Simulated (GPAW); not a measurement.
Two runs for the O K edge of atom 3 in TiO2 (Rutile, P4_2/mnm). Run A: GPAW, LDA, full core hole (charged cell), 12-atom cell with 5.5 Å between holes, 6×6×6 k points, dipole transitions, Gaussian full width 0.9 eV up to 4 eV, rising linearly to 3.5 eV at 25 eV. Run B differs in one choice.

Energy from the lowest empty level; intensity scaled to a mean of 1 over the first 20 eV:

```csv
E (eV),A,B
-2.0,0.00,0.00
-1.4,0.00,0.00
-0.8,0.01,0.01
-0.2,0.18,0.16
0.4,1.11,1.00
1.0,1.76,1.76
1.6,1.06,1.26
2.2,0.35,0.47
2.8,0.54,0.21
3.4,1.93,0.99
4.0,2.34,2.34
4.6,1.46,2.07
5.2,0.49,1.08
5.8,0.12,0.35
6.4,0.05,0.10
7.0,0.12,0.08
7.6,0.26,0.18
8.2,0.52,0.39
8.8,0.89,0.73
9.4,1.22,1.10
10.0,1.30,1.27
10.6,1.24,1.20
11.2,1.29,1.17
11.8,1.49,1.32
12.4,1.70,1.55
13.0,1.76,1.67
13.6,1.65,1.60
14.2,1.49,1.43
14.8,1.38,1.28
15.4,1.29,1.22
16.0,1.12,1.19
16.6,0.87,1.11
17.2,0.64,0.93
17.8,0.48,0.72
18.4,0.40,0.54
19.0,0.39,0.43
19.6,0.42,0.40
20.2,0.48,0.41
20.8,0.56,0.47
21.4,0.64,0.53
22.0,0.72,0.61
22.6,0.78,0.68
23.2,0.83,0.74
23.8,0.84,0.80
24.4,0.82,0.82
25.0,0.78,0.82
25.6,0.73,0.80
26.2,0.68,0.76
26.8,0.63,0.70
27.4,0.59,0.65
28.0,0.56,0.60
28.6,0.57,0.56
29.2,0.59,0.54
29.8,0.62,0.54
30.4,0.66,0.57
31.0,0.70,0.60
31.6,0.73,0.62
```

Question: What was changed?
a) the volume of the cell
b) the k mesh of the field
c) the size of the supercell
d) the k mesh of the spectrum

(a): run B changes the volume scale from 1 to 0.94. Against the first run the r.m.s. difference is 22 %. A shift of +0.2 eV leaves 13 %. The highest intensity below 16 eV goes from 3.8 eV (2.41) to 4.2 eV (2.43). Other settings could leave a like mark; this is the one that was changed.

[Banner, clock and machine lines of the logs are left out without a mark of their own.]

[Logs are printed without paths, hosts, clocks, repeated set-up lines and the standing remarks that a program may print on its own settings, such as how far it seeks lower states.]

[Hosts, paths, dates, database ids (printed as entryN), source tags and the programs' standing remarks are cut or masked in the printed files.]

[Lists of maxima count a maximum above −3 eV only where it reaches 4 % of the highest in the window and stands out from its surroundings by 2 % of it (1.5 % where it reaches 55 %); shoulders and weaker maxima are passed over, and of the rest the first, up to two pre-edge ones and the few strongest are named.]
